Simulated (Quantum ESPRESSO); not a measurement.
# How CdSe (Cadmoselite) absorbs and reflects light, part 3 of 3

Wanted: where CdSe (Cadmoselite) starts to absorb, how strongly, and its refractive index. The cell comes from an older database entry, whose edges can differ from later determinations, mostly by under a per cent.

Quantum ESPRESSO 7.5; DFT, PBE, plane waves with norm-conserving potentials (PseudoDojo), scalar-relativistic, independent-particle optical response without local fields and without the non-local commutator.

So far. Step 2 (Ground state): There is a gap, 0.70 eV on this mesh (points off the mesh can give less), so no carriers' term is needed.

The database entry behind the starting cell differs from later determinations by our own check (inner coordinate of an old entry), so it need not match the best structure at ambient conditions.

## (5) Dielectric function

With the density converged, the vertical transitions are summed over the zone.

This step: DFT, PBE, plane waves with norm-conserving potentials (PseudoDojo), scalar-relativistic, independent-particle optical response without local fields and without the non-local commutator (Quantum ESPRESSO 7.5).

Contents of epsilon.in:

```
&inputpp
  prefix = 'x'
  outdir = './tmp'
  calculation = 'eps'
/
&energy_grid
  smeartype = 'gauss'
  intersmear = 0.2
  wmin = 0.0
  wmax = 22
  nw = 500
/
```

Run with:

```
$ mpirun -n 4 epsilon.x -nk 4 -in epsilon.in
```

Output:

```text
[banner, memory and clock lines left out]

     Broadcasting variables...

     IMPORTANT: XC functional enforced from input :
     Exchange-correlation= PBE
                           (   1   4   3   4   0   0   0)
     Any further DFT definition will be discarded

     G-vector sticks info

     Fermi energy [eV] is:  7.77463
     The system is a dielectric...
     metallic system: redefining wmin =     0.000000

     Performing eps calculation...

     xx,yy,zz plasmon frequences [eV] are:    15.050747912   15.050747925   15.004744846
```

Elapsed: 9.3 s, on 4 MPI ranks of Intel Xeon Platinum 8559C (Emerald Rapids), shared host; peak memory 0.08 GiB; 36 s of CPU time.

Numbers from this step:

```
electronic dielectric constant ε∞, mean over x, y and z (by symmetry where fewer were run) : 8.671
```

The Im ε has structure finer than the step of the table below, so its rows give means over 0.5 eV, whole bins alone (the curve runs from 0 to 22 eV). Peaks (eV: height): E ∥ x or y 0.71: 5.55, 1.59: 3.72, 3.04: 5.11, 3.84: 7.79, 4.54: 10.0, 5.07: 7.69, 6.22: 9.52; E ∥ z 0.71: 5.86, 1.63: 5.05, 3.62: 9.4, 4.14: 12.7, 5.07: 6.12, 6.22: 9.69, 7.63: 6.68.

Sum at mesh points, not converged in k; values under the direct gap are tails of Lorentzian lines. Table of Im ε by photon energy; means over each step:

```csv
photon energy (eV),E ∥ x or y,E ∥ z
0.5,2.07,2.08
1.0,1.17,1.32
1.5,1.98,2.41
2.0,1.82,1.28
2.5,2.30,2.40
3.0,4.15,3.47
3.5,5.19,5.02
4.0,6.45,8.94
4.5,8.42,8.80
5.0,6.74,5.07
5.5,5.63,4.53
6.0,8.36,8.10
6.5,7.39,8.28
7.0,6.50,4.98
7.5,6.06,6.11
8.0,3.73,3.58
8.5,2.83,2.84
9.0,2.29,2.35
9.5,1.82,2.06
10.0,1.47,1.62
10.5,1.46,1.23
11.0,1.44,1.33
11.5,1.09,1.08
12.0,0.804,0.888
12.5,0.827,0.862
13.0,0.925,0.861
13.5,0.809,0.802
14.0,0.962,1.06
14.5,0.750,0.834
15.0,0.711,0.696
15.5,0.704,0.756
16.0,0.562,0.573
16.5,0.471,0.459
17.0,0.518,0.501
17.5,0.538,0.472
18.0,0.421,0.387
18.5,0.399,0.400
19.0,0.481,0.460
19.5,0.461,0.487
20.0,0.439,0.497
20.5,0.450,0.523
21.0,0.473,0.541
21.5,0.419,0.453
```

The reflectivity at normal incidence has structure finer than the step of the table below, so its rows give means over 0.5 eV, whole bins alone (the curve runs from 0 to 22 eV). Peaks (eV: height): E ∥ x or y 3.53: 31.9, 4.59: 36.6, 5.11: 32.5, 6.30: 40.8, 7.89: 49.5, 8.55: 46.2, 11.51: 34.8; E ∥ z 3.62: 36.4, 4.14: 40.9, 4.63: 41.8, 6.70: 43.8, 7.89: 53.3, 8.55: 45.2, 10.14: 42.1.

Sum at mesh points, not converged in k. The reflectivity at normal incidence by photon energy; means over each step:

```csv
photon energy (eV),E ∥ x or y (%),E ∥ z (%)
0.5,26.9,27.1
1.0,19.5,19.5
1.5,23.6,24.2
2.0,23.0,21.0
2.5,24.1,23.9
3.0,25.9,25.0
3.5,29.1,30.4
4.0,28.7,35.0
4.5,33.8,37.1
5.0,30.1,25.3
5.5,25.9,22.4
6.0,34.2,32.8
6.5,36.9,40.9
7.0,38.3,36.3
7.5,42.2,38.0
8.0,48.0,46.2
8.5,43.6,41.2
9.0,40.5,36.8
9.5,39.5,37.0
10.0,36.0,38.8
10.5,28.3,31.4
11.0,30.6,29.6
11.5,32.8,28.8
12.0,29.0,22.8
12.5,18.1,18.5
13.0,17.0,18.0
13.5,14.6,10.9
14.0,15.4,14.0
14.5,16.2,17.6
15.0,14.1,13.8
15.5,13.0,12.7
16.0,14.4,15.8
16.5,9.82,10.1
17.0,7.22,7.52
17.5,7.86,7.48
18.0,7.49,5.89
18.5,4.49,3.84
19.0,4.46,3.56
19.5,4.96,4.00
20.0,4.05,3.68
20.5,3.90,4.07
21.0,4.70,5.17
21.5,4.48,5.18
```

The loss function −Im 1/ε at q → 0 has structure finer than the step of the table below, so its rows give means over 0.5 eV, whole bins alone (the curve runs from 0 to 22 eV). Peaks (eV: height): E ∥ x or y 12.17: 1.28, 13.45: 1.28, 16.14: 1.82, 17.86: 1.56, 21.38: 1.08; E ∥ z 11.95: 1.18, 12.43: 1.34, 13.27: 1.43, 16.18: 1.97, 21.43: 1.20.

Sum at mesh points, not converged in k; values under the direct gap are tails of Lorentzian lines. Loss function −Im 1/ε at q → 0 against energy loss; means over each step:

```csv
energy loss (eV),E ∥ x or y,E ∥ z
0.5,0.0229,0.0216
1.0,0.0303,0.0339
1.5,0.0312,0.0382
2.0,0.0283,0.0259
2.5,0.0331,0.0354
3.0,0.0552,0.0483
3.5,0.0495,0.0389
4.0,0.0816,0.0615
4.5,0.0815,0.108
5.0,0.128,0.168
5.5,0.125,0.140
6.0,0.106,0.0950
6.5,0.137,0.119
7.0,0.152,0.193
7.5,0.149,0.156
8.0,0.182,0.199
8.5,0.244,0.262
9.0,0.308,0.334
9.5,0.377,0.368
10.0,0.497,0.424
10.5,0.603,0.652
11.0,0.579,0.640
11.5,0.712,0.793
12.0,1.06,1.07
12.5,1.21,1.14
13.0,1.08,1.17
13.5,1.21,1.14
14.0,1.03,0.912
14.5,1.32,1.21
15.0,1.37,1.38
15.5,1.35,1.25
16.0,1.70,1.72
16.5,1.62,1.66
17.0,1.29,1.34
17.5,1.33,1.38
18.0,1.43,1.24
18.5,1.03,0.929
19.0,0.978,0.858
19.5,1.06,0.908
20.0,0.946,0.852
20.5,0.916,0.892
21.0,1.02,1.02
21.5,1.02,1.10
```

At chosen wavelengths:

```csv
wavelength (nm),n xy,k xy,R (%) xy,1/α xy,n z,k z,R (%) z,1/α z
1550,2.33,0.586,18.5,211 nm,2.33,0.675,19.3,183 nm
1064,2.70,0.095,21.1,890 nm,2.69,0.104,21.0,818 nm
800,3.00,0.525,26.3,121 nm,3.10,0.579,27.7,110 nm
633,2.81,0.190,22.8,264 nm,2.63,0.160,20.3,315 nm
532,2.70,0.381,21.9,111 nm,2.76,0.405,22.9,105 nm
365,3.15,0.566,28.2,51 nm,3.18,0.377,27.8,77 nm
248,2.44,1.438,29.8,14 nm,2.19,1.283,25.9,15 nm
```

Below the direct gap, k and the depth come from the tails of the Lorentzian lines, not from transitions.

Rows near the edge hang on the gap, which this functional as a rule makes too small, and phonon-assisted absorption is left out.

## (6) Summary of results

```yaml
electronic_dielectric_constant_eps_infinity_mean_over_x_y_and_z_by_symmetry_where_fewer_were_run_independent_particles: 8.67
```

What this shows: At this level (PBE, independent particles) CdSe has a mean ε∞ = 8.67 and n = 2.33 at 1550 nm (E ∥ x). The static values by axis are 8.67 (xy), 8.67 (z). Excitons and phonon-assisted transitions are missing, and so are local fields; PBE gaps are as a rule too small, which pulls the onset down and ε∞ up. epsilon.x leaves out the commutator of the non-local potential, so its intensities are off, as a rule too high. The sum runs over mesh points 0.19 Å⁻¹ apart with no interpolation, so peaks are partly noise of the mesh; over so small a direct gap single mesh points weigh heavily, so ε∞, n and their changes from run to run can be far off.

[Machine, clock, banner and «Message from routine» lines are left out of the logs.]

[Logs are printed without paths, hosts, clocks, repeated set-up lines and the standing remarks that a program may print on its own settings, such as how far it seeks lower states.]

[Hosts, paths, dates, database ids (printed as entryN), source tags and the programs' standing remarks are cut or masked in the printed files.]
